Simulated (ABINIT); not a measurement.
# Calculated records

**Quasiparticle gap of TiO2 (Pnma) in ABINIT**

Symmetry: Pnma, No. 62, orthorhombic system. Conventional cell: a = 5.987 Å, b = 3.773 Å, c = 9.073 Å, α = 90.00°, β = 90.00°, γ = 90.00°. Nearest to Ti lie 5 O at 1.79 to 2.00 Å. O has 3 Ti at 1.96 to 2.00 Å nearest. Nearest to O lie 2 Ti at 1.79 to 1.85 Å. Farther neighbours, and contacts between anions beyond the nearest, are not listed.

```xyz
12
Lattice="5.9868 0.0000 0.0000 0.0000 3.7730 0.0000 0.0000 0.0000 9.0732" Properties=species:S:1:pos:R:3 pbc="T T T"
Ti    2.9208    0.9432    7.8405
Ti    3.0660    2.8297    1.2326
Ti    5.9142    0.9432    5.7692
Ti    0.0726    2.8297    3.3040
O     2.7678    2.8297    8.3320
O     4.4069    0.9432    6.8460
O     1.5799    2.8297    2.2272
O     3.2190    0.9432    0.7411
O     5.7612    2.8297    5.2777
O     1.4135    0.9432    6.7637
O     4.5733    2.8297    2.3094
O     0.2256    0.9432    3.7955
```

| Quantity | Value |
| --- | --- |
| method | RPA screening on LDA, plane waves, norm-conserving pseudopotentials (and 2 further levels or steps) |
| program | ABINIT 10.8.3 |
| settings | cutoff 38 Ha, PseudoDojo scalar-relativistic 0.4.1 standard, norm-conserving, potential set dojo-sr-lda-0.4.1-standard, ngkpt (2, 4, 1), nband 418, ecuteps 5.5 Ha, inclvkb 2, shiftk (0, 0, 0), symchi 1, awtr 1, frequency ppm, 2×4×1 k-mesh |
| notes | The program’s warnings: nproc spkpt=  >= nkpt= * nsppol=. The cell and positions are those that the Materials Project relaxed with its own functionals (PBE, PBE+U or r2SCAN), kept fixed. This is not the form that TiO2 usually takes at ambient conditions. Local fields lower the RPA ε∞ on this mesh from 4.58 to 4.26; a Γ-centred mesh this coarse tends to raise both, most where the direct gap is narrow, while a short band sum lowers them. The 2×4×1 mesh is coarse for this cell, which bears on the long-range parts of exchange and screening. |
| LDA gap | 2.88 eV, indirect |
| G0W0 gap on the mesh | 5.00 eV |
| G0W0 gap over the zone (rigid shift) | 4.96 eV |
| GW settings | 2×4×1 mesh, 418 bands, screening to 149.7 eV, Godby-Needs plasmon pole |
| known limits | short of the basis limit; coarse k mesh |

G0W0 moves the gap on the mesh from 2.92 eV to 5.00 eV (+2.08 eV), with Z of 0.75 and 0.77 at the edges. The mesh misses the band edges by 0.04 eV in all; a rigid shift gives 4.96 eV for the zone.

[Long decimals in the printed logs are rounded to 6 places.]

[Logs are printed without paths, hosts, clocks, repeated set-up lines and the standing remarks that a program may print on its own settings, such as how far it seeks lower states.]

[Paths, hosts, dates, memory and timing lines, banners, echoed tables and standing remarks are left out of the program output; an Ansatz launch command may be rebuilt from the run's recorded settings. Measured values are a selection of at most five: reports struck by readers or far from the other reports are left out. None is set beside runs whose start may be inverted or whose files or cutoffs have a known fault.]

[Runs of the session that timed out or met a known fault of the program may be left out.]

[Hosts, paths, dates, database ids (printed as entryN), source tags and the programs' standing remarks are cut or masked in the printed files.]

[G0W0 gaps are taken among the corrected bands and points alone; a level outside them can change the order at an edge.]

[Where Ansatz stands beside ABINIT at settings called matched, ABINIT's density can come from a denser mesh and the files from another edition; pairs whose starting gaps differed by over 0.03 eV were left out, so agreement reads better than it is.]
